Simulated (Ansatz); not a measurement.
# linear P chain: period, moment and channels by functional, part 3 of 3

How many channels does the linear P chain carry, and how sure is the answer?

Ansatz 0.2.0; DFT PBE, plane waves, PAW; relaxation of a chain's period (the session's first sound run).

So far, conductance of the lead as this run defines it (G₀): 3.00 in steps 3, 5 and 7.

## (8) The relaxed wire

This step: DFT LDA, plane waves, PAW; relaxation of a chain's period (Ansatz 0.2.0).

The relaxation is repeated under another functional. LDA has no gradient terms and tends to overbind, so it marks the short end of the likely bond lengths.

The input, input.yaml:

```yaml
crystal:
  lattice:
    - [7.5, 0.0, 0.0]
    - [0.0, 7.5, 0.0]
    - [0.0, 0.0, 1.9902]
  atoms:
    - { symbol: P, position: [0.5, 0.5, 0.0], spin: 0.3 }
magnetization:
  spin_polarized: true
kpoints:
  mp_grid: { grid: [1, 1, 41] }
scf:
  occupations: { method: fermi_dirac, width: 0.05 }
hamiltonian:
  xc: lda
relax:
  cell: { fix: [a, b, alpha, beta, gamma] }
  max_steps: 60
```

On the command line:

```sh
$ ansatz run input.yaml --threads 4 --pin off --max-ram 8192MiB --backend cpu --events-out ev --progress --plain --runs-dir out
```

Numbers of over 12 decimals in the logs are rounded to 6 here.

Output:

```text
[...]
Crystal: 1 atoms, lattice volume = 111.949 Å³
Basis set: ecut = 420 eV, 2199 PW (Γ)
Bands: 7, of which v1, the nominal top of the filled ones, is band 3 counted from 1 (2 counted from 0)
Symmetry: 16 space group operations
[...]
k-points: 21 of 41
[...]
Starting moments: Σ|m| = 0.3 μB on 1 of 1 site
[...]
0.086827       0.000000       0.000000
        0.000000       0.086827       0.000000
        0.000000       0.000000       0.012418
  P = ⅓ Tr σ = 0.0620 GPa (0.620 kbar)
--- Relaxed structure (4 steps of the walk, 4 accepted, 1 SCFs on fresh bases) ---
[...]
cell:  # Å, volume = 117.0977 Å³
    - [7.5, 0.0, 0.0]
    - [0.0, 7.5, 0.0]
    - [0.0, 0.0, 2.081737]
  atoms:
    - { symbol: P, position: [0.5, 0.5, 0.0] }
[key lines of the parts left out:]
SCF converged after 5 iterations
Magnetization: 0.0000 μB (2.5000 up, 2.5000 down)
Free energy (F): -724.514702 eV
Fermi energy:    -3.677845 eV
```

Elapsed: 3.2 s, on 4 threads of Arm Neoverse V2, shared host; peak memory 0.31 GiB; 11 s of CPU time.

The steps of the relaxation:

| step | energy less that of the first step (eV) | largest force component (eV/Å) | pressure (GPa) | volume (Å³) |
| --- | --- | --- | --- | --- |
| 1 | 0.0000 | 0.0000 | 1.73 | 111.95 |
| 2 | -0.0767 | 0.0000 | 0.58 | 115.62 |
| 3 | -0.0836 | 0.0000 | -0.01 | 117.27 |
| 4 | -0.0837 | 0.0000 | 0.05 | 117.10 |
| 5* | -0.0843 | 0.0000 | 0.06 | 117.10 |

Relaxation steps marked * repeat the geometry before them on a plane-wave basis chosen anew for their cell, so energy and pressure can jump there.

| cell as run | before | after | change |
| --- | --- | --- | --- |
| c (Å) | 1.990 | 2.082 | +4.6 % |

Final coordinates:

```xyz
1
Lattice="7.5000 0.0000 0.0000 0.0000 7.5000 0.0000 0.0000 0.0000 2.0817" Properties=species:S:1:pos:R:3
P     3.7500    3.7500    0.0000
```

The cell's length comes to 2.082 Å, -0.9 % against the first run, with no moment.

The cell grew by 4.6 % in its periodic edges.

## (9) The perfect wire, level LDA, k-mesh 1×1×39

This step: DFT LDA, plane waves, PAW; channels and complex bands of a perfect chain (Ansatz 0.2.0).

The channels are counted again under LDA, at the period that it gave.

The input, input.yaml:

```yaml
crystal:
  lattice:
    - [7.5, 0.0, 0.0]
    - [0.0, 7.5, 0.0]
    - [0.0, 0.0, 2.0817367962]
  atoms:
    - { symbol: P, position: [0.5, 0.5, 0.0] }
kpoints:
  mp_grid: { grid: [1, 1, 39] }
  band_path: { path: ["Γ", Z], npoints: 60 }
scf:
  occupations: { method: fermi_dirac, width: 0.05 }
hamiltonian:
  xc: lda
output:
  transmission:
    e_range: [-2, 2]
    de: 0.035
    kmesh: [1, 1]
    reduced_basis: true
    leads: [[0, 0]]
  dos: { projected: true, e_range: [-6, 4] }
```

Output:

```text
[...]
Crystal: 1 atoms, lattice volume = 117.098 Å³
Basis set: ecut = 420 eV, 2303 PW (Γ)
Bands: 7, of which v1, the nominal top of the filled ones, is band 3 counted from 1 (2 counted from 0)
Symmetry: 16 space group operations
[...]
k-points: 20 of 39
[...]
Fermi energy:    -3.573302 eV
[...]
--- Band table (eV; the first three rows and the last of 20) ---
[...]
--- Transmission ---
  basis      : 497 plane waves across, 3 finite elements along
  points     : 1, standing for a mesh of 1 x 1
[...]
crystal 0  : P1, at the sites [0, 0], period 2.0817 Å: whole cells are its period
[...]
filled         : 14.7 meV over the level at which it is neutral
    channels       : 3.000000e0 a spin
[...]
[key lines of the parts left out:]
SCF converged after 6 iterations
Free energy (F): -724.510480 eV
```

The job ended after 5.5 s (4 threads; peak memory 0.38 GiB; 18 s of CPU time).

The open channels of the lead, one spin stays at 3 for energy from -2 to 1.99 eV.

At the computed energy nearest the Fermi level there are 3 channels a spin, and the thermal average gives 3.00 G₀.

## (10) Side by side

Times are for 4 threads of Arm Neoverse V2, shared host. The series side by side:

| no. | level | conductance of the lead as this run defines it (G₀) | time | memory (GiB) |
| --- | --- | --- | --- | --- |
| 1 | PBE | 3.000 | 5.9 s | 0.39 |
| 2 | RPBE | 3.000 | 5.8 s | 0.38 |
| 3 | PBEsol | 3.000 | 5.5 s | 0.39 |
| 4 | LDA | 3.000 | 5.5 s | 0.38 |

The runs together. The open channels of the lead, PBE = RPBE = PBEsol = LDA stays at 3 for energy from -2 to 1.99 eV.

## (11) The relaxed wire, cutoff 598.65 eV

This step: DFT PBE, plane waves, norm-conserving; relaxation of a chain's period (Ansatz 0.2.0).

The same functional on other atomic datasets tests how far the result hangs on the treatment of the cores. Against the first PBE run of this kind, the cutoff is 598.65 eV against 420.

The input, input.yaml:

```yaml
crystal:
  lattice:
    - [7.5, 0.0, 0.0]
    - [0.0, 7.5, 0.0]
    - [0.0, 0.0, 1.9902]
  atoms:
    - { symbol: P, position: [0.5, 0.5, 0.0], spin: 0.3 }
magnetization:
  spin_polarized: true
kpoints:
  mp_grid: { grid: [1, 1, 41] }
scf:
  occupations: { method: fermi_dirac, width: 0.05 }
hamiltonian:
  xc: pbe
  pseudopotentials: { kind: nc, accuracy: standard }
relax:
  cell: { fix: [a, b, alpha, beta, gamma] }
  max_steps: 60
```

Output:

```text
[...]
Crystal: 1 atoms, lattice volume = 111.949 Å³
Basis set: ecut = 598.650497 eV, 3647 PW (Γ), exchange–correlation on 120×120×32 points (8 copies of the dense FFT grid, shifted against one another)
Bands: 7, of which v1, the nominal top of the filled ones, is band 3 counted from 1 (2 counted from 0)
Symmetry: 16 space group operations
[...]
0.088411       0.000000       0.000000
        0.000000       0.088411       0.000000
        0.000000       0.000000      -0.006207
  P = ⅓ Tr σ = 0.0569 GPa (0.569 kbar)
--- Relaxed structure (4 steps of the walk, 4 accepted, 1 SCFs on fresh bases) ---
[...]
cell:  # Å, volume = 118.1840 Å³
    - [7.5, 0.0, 0.0]
    - [0.0, 7.5, 0.0]
    - [0.0, 0.0, 2.101049]
  atoms:
    - { symbol: P, position: [0.5, 0.5, 0.0] }
[key lines of the parts left out:]
SCF converged after 6 iterations
Magnetization: 0.0000 μB (2.5000 up, 2.5000 down)
Free energy (F): -187.269334 eV
Fermi energy:    -3.550684 eV
```

The job ended after 4.7 s (4 threads; peak memory 0.38 GiB; 18 s of CPU time).

The cell's length comes to 2.101 Å, +0.1 % against the first run, with no moment.

## (12) Relaxing the period

This step: DFT PBE, plane waves, PAW; relaxation of a chain's period (Ansatz 0.2.0).

No moment formed, so a run without spin should agree; this checks it and saves time.

input.yaml, the sections that differ from step 11:

```yaml
crystal:
  lattice:
    - [7.5, 0.0, 0.0]
    - [0.0, 7.5, 0.0]
    - [0.0, 0.0, 1.9902]
  atoms:
    - { symbol: P, position: [0.5, 0.5, 0.0] }
hamiltonian:
  xc: pbe
# kpoints, scf, relax: as in step 11
# magnetization: removed
```

Output:

```text
[...]
Crystal: 1 atoms, lattice volume = 111.949 Å³
Basis set: ecut = 420 eV, 2199 PW (Γ), exchange–correlation on 108×108×30 points (8 copies of the dense FFT grid, shifted against one another)
Bands: 7, of which v1, the nominal top of the filled ones, is band 3 counted from 1 (2 counted from 0)
Symmetry: 16 space group operations
[...]
k-points: 21 of 41
[...]
--- Stress (GPa, compression-positive) ---
        0.088574       0.000000       0.000000
        0.000000       0.088574       0.000000
        0.000000       0.000000       0.008328
  P = ⅓ Tr σ = 0.0618 GPa (0.618 kbar)
--- Relaxed structure (4 steps of the walk, 4 accepted, 1 SCFs on fresh bases) ---
[...]
cell:  # Å, volume = 118.1225 Å³
    - [7.5, 0.0, 0.0]
    - [0.0, 7.5, 0.0]
    - [0.0, 0.0, 2.099956]
  atoms:
    - { symbol: P, position: [0.5, 0.5, 0.0] }
[key lines of the parts left out:]
SCF converged after 6 iterations
Free energy (F): -754.516922 eV
Fermi energy:    -3.545935 eV
```

The job ended after 2.1 s (4 threads; peak memory 0.32 GiB).

The cell's length comes to 2.100 Å, -0.0 % against the first run, with spin left out.

## (13) Comparing the runs

Times are for 4 threads of Arm Neoverse V2, shared host. The runs compared:

| no. | level | cell length along the wire (Å) | time | memory (GiB) |
| --- | --- | --- | --- | --- |
| 1 | PBE | 2.100 | 4 s | 0.33 |
| 2 | RPBE | 2.108 | 4 s | 0.34 |
| 3 | PBEsol | 2.091 | 3.6 s | 0.33 |
| 4 | LDA | 2.082 | 3.2 s | 0.31 |
| 5 | PBE, NC files | 2.101 | 4.7 s | 0.38 |
| 6 | PBE, no spin | 2.100 | 2.1 s | 0.32 |

## (14) With spin-orbit coupling

This step: DFT PBE, plane waves, fully relativistic PAW; channels of a perfect chain with spin-orbit coupling (Ansatz 0.2.0).

Spin-orbit coupling mixes the spins and splits bands that cross or touch without it, so it can open or close channels. Fully relativistic datasets take the place of the scalar ones. The window is narrow, since spinor matrices are twice as large.

The input, input.yaml:

```yaml
crystal:
  lattice:
    - [7.5, 0.0, 0.0]
    - [0.0, 7.5, 0.0]
    - [0.0, 0.0, 2.0999602218]
  atoms:
    - { symbol: P, position: [0.5, 0.5, 0.0] }
kpoints:
  mp_grid: { grid: [1, 1, 39] }
  band_path: { path: ["Γ", Z], npoints: 60 }
scf:
  occupations: { method: fermi_dirac, width: 0.05 }
hamiltonian:
  xc: pbe
  pseudopotentials: { kind: paw_fr }
output:
  transmission:
    e_range: [-0.42, 0.42]
    de: 0.035
    kmesh: [1, 1]
    reduced_basis: false
    leads: [[0, 0]]
magnetization:
  noncollinear: true
  spin_orbit: true
```

Output:

```text
[...]
non-collinear run that drives no moment, with spin-orbit: no starting moment large enough to seed its density (crystal.atoms[].spin), no starting occupations that ask for one, no magnetisation constraint and no magnetic field, so the semilocal B_xc is pinned to zero
Crystal: 1 atoms, lattice volume = 118.123 Å³
Basis set: ecut = 420 eV, 2335 PW (Γ)
Bands: 14, of which v1, the nominal top of the filled ones, is band 5 counted from 1 (4 counted from 0)
Symmetry: 16 space group operations + 16 with time reversal
[...]
k-points: 20 of 39
Projection manifold: j_resolved (fully-relativistic pseudo-atomic orbitals)
[...]
SCF iter   7: F=-754.519685 eV  HF=-754.519685 eV  |F-HF|=1.06e-9  |Δ(HF+E_count)|=   5.13e-8  Δρ=1.62e-6  dr2=2.34e-9  dr2_m=0.00e0 (ungated)  ethr=2.00e-9  |M|=0.00e0 ∫|m|=0.00e0 μB  |m|>n=0.0e0 m-floor=0.0e0 τ_xc=0.0e0  ⟨swp⟩=6.2  Hψ=687  notcnv=0
SCF 1 converged in 7 iterations: F = -754.519685 eV  dr2 = 2.34e-9
[...]
transmission: 3 of 3 steps passed
SCF converged after 7 iterations
Magnetization: |M| = 0.0000 μB,  M = (+0.0000, +0.0000, +0.0000) μB
Absolute magnetization: 0.0000 μB (∫|m|)
  site 0: m = (+0.0000, +0.0000, +0.0000) μB, |m| = 0.0000 μB  (R = 0.87 Å)
Free energy (F): -754.519685 eV
[...]
Internal energy: -754.515678 eV  (E = F + TS)
E sigma→0 (E₀):  -754.517682 eV
Entropy (-TS):   -0.004007 eV (-4.007 meV/atom)
Fermi energy:    -3.450231 eV
[...]
--- Band table (eV; the first three rows and the last of 20) ---
  k-point 0: bands = [... 1 lower, -16.1960, -6.2087, -6.2087, -6.1757, -6.1757, 0.3077, 0.3077, 2.0125, ... 5 higher]
  k-point 1: bands = [... 1 lower, -16.1752, -6.1886, -6.1886, -6.1557, -6.1557, 0.3279, 0.3279, 2.0347, ... 5 higher]
  k-point 2: bands = [... 1 lower, -16.1130, -6.1286, -6.1286, -6.0956, -6.0956, 0.3879, 0.3879, 2.1014, ... 5 higher]
  k-point 19: bands = [... 1 lower, -9.4624, -7.4650, -7.4650, -0.0484, -0.0484, 0.0016, 0.0016, 3.4591, ... 5 higher]
--- Transmission ---
  basis      : 497 plane waves across, 3 finite elements along
  points     : 1, standing for a mesh of 1 x 1
[...]
crystal 0  : P1, at the sites [0, 0], period 2.1000 Å: whole cells are its period
[...]
filled         : 29.2 meV over the level at which it is neutral
    channels       : 6.000000e0 of both spins
[...]
```

Wall time 2.9 min (4 threads); peak memory 5 GiB.

This step gave:

```
energy at zero smearing                                    : -754.5177 eV
channels at the energy nearest the Fermi level, both spins : 6
```

The open channels of the lead, both spins stays at 6 for energy from -0.42 to 0.42 eV.

The slowest values at each energy, most degenerate partners merged, listed up to 1.5 1/Å. Im kz of the slowest decaying states against energy, zero at the Fermi level:

| energy (eV) | decay 1 (Å⁻¹) | decay 2 (Å⁻¹) | decay 3 (Å⁻¹) | decay 4 (Å⁻¹) |
| --- | --- | --- | --- | --- |
| -0.420 | 1.06 | 1.25 | 1.35 | 1.42 |
| -0.350 | 1.05 | 1.24 | 1.34 | 1.41 |
| -0.315 | 1.05 | 1.24 | 1.34 | 1.41 |
| -0.245 | 1.04 | 1.23 | 1.33 | 1.40 |
| -0.175 | 1.03 | 1.22 | 1.32 | 1.39 |
| -0.105 | 1.02 | 1.21 | 1.32 | 1.39 |
| -0.070 | 1.02 | 1.21 | 1.31 | 1.38 |
| 0.000 | 1.01 | 1.20 | 1.31 | 1.38 |
| 0.070 | 0.999 | 1.19 | 1.30 | 1.37 |
| 0.105 | 0.994 | 1.19 | 1.30 | 1.37 |
| 0.175 | 0.985 | 1.18 | 1.29 | 1.36 |
| 0.245 | 0.976 | 1.17 | 1.28 | 1.35 |
| 0.315 | 0.966 | 1.17 | 1.27 | 1.35 |
| 0.350 | 0.961 | 1.16 | 1.27 | 1.34 |
| 0.420 | 0.952 | 1.15 | 1.26 | 1.34 |

The electronic bands at the labelled points (eV, zero at the Fermi level):

| point | band 3 | band 4 | band 5 | band 6 | band 7 | band 8 | band 9 | band 10 |
| --- | --- | --- | --- | --- | --- | --- | --- | --- |
| Γ | -2.76 | -2.76 | -2.73 | -2.73 | 3.76 | 3.76 | 5.46 | 5.46 |
| halfway | -0.87 | -0.87 | -0.84 | -0.84 | 3.49 | 3.49 | 6.32 | 6.32 |
| Z | -4.09 | -4.09 | 3.44 | 3.44 | 3.49 | 3.49 | 6.86 | 6.86 |

At the computed energy nearest the Fermi level there are 6 spinor channels, and the thermal average gives 3.00 G₀.

## (15) The same system on other settings

This step: DFT PBE, plane waves, PAW; channels and complex bands of a perfect chain; changed: output.transmission.bias = [0.5], scf.max_iter = 100 (Ansatz 0.2.0).

The input of the run on the perfect lead (PBE) is made doubtful on purpose. The ELF is not written this time.

input.yaml, the sections that differ from step 14:

```yaml
scf:
  occupations: { method: fermi_dirac, width: 0.05 }
  max_iter: 100
hamiltonian:
  xc: pbe
output:
  transmission:
    e_range: [-2, 2]
    de: 0.035
    kmesh: [1, 1]
    reduced_basis: true
    leads: [[0, 0]]
    bias: [0.5]
  dos: { projected: true, e_range: [-6, 4] }
  write_potential: true
  write_density: true
  volumetric_format: npy
# crystal, kpoints: as in step 14
# magnetization: removed
```

Output:

```text
Error: YAML parse error: error: line 23 column 5: unknown field `bias`, expected one of leads, temperature, e_range, de, kmesh, mesh_tolerance, kpoints, reduced_basis
  --> <input>:23:5
   |
21 |     reduced_basis: true
22 |     leads: [[0, 0]]
23 |     bias: [0.5]
   |     ^ unknown field `bias`, expected one of leads, temperature, e_range, de, kmesh, mesh_tolerance, kpoints, reduced_basis
24 |   dos: { projected: true, e_range: [-6, 4] }
25 |   write_potential: true
   |
```

Run time: 0.01 s. Hardware: 4 threads; peak memory 0.06 GiB.

The program refused the input before any cycle.

The program's message: “Error: YAML parse error: error: line 23 column 5: unknown field `bias`, expected one of leads, temperature, e_range, de, kmesh, mesh_tolerance, kpoints, reduced_basis”

The change that led to it: output.transmission.bias = [0.5].

## (16) What came out

| Property | Result |
| --- | --- |
| cell length, PBE | 2.100 Å |
| cell length, RPBE | 2.108 Å |
| cell length, PBEsol | 2.091 Å |
| cell length, LDA | 2.082 Å |
| cell length, PBE, NC files | 2.101 Å |
| cell length, PBE, no spin | 2.100 Å |
| conductance, PBE | 3.00 G₀ |
| conductance, RPBE | 3.00 G₀ |
| conductance, PBEsol | 3.00 G₀ |
| conductance, LDA | 3.00 G₀ |
| conductance, with spin-orbit coupling | 3.00 G₀ |

What this shows: Under PBE the cell's length is 2.10 Å, no moment survives, and it is a metal with 3 channels a spin next to the Fermi level, 3.00 G₀ at 300 K. The cell's length spans 1.3 % over the functionals, shortest under LDA and longest under RPBE. A perfect wire passes every open channel, so the conductance counts half a G₀ for each forward-moving state at the Fermi level, spin by spin. Transport is coherent and elastic here: the atoms are frozen, so scattering by vibrations plays no part. The lead's cell of one atom keeps the chain straight and evenly spaced; a zigzag or dimerised form may lie lower.

[Logs are printed without paths, hosts, clocks, repeated set-up lines and the standing remarks that a program may print on its own settings, such as how far it seeks lower states.]

[Hosts, paths, dates, database ids (printed as entryN), source tags and the programs' standing remarks are cut or masked in the printed files.]
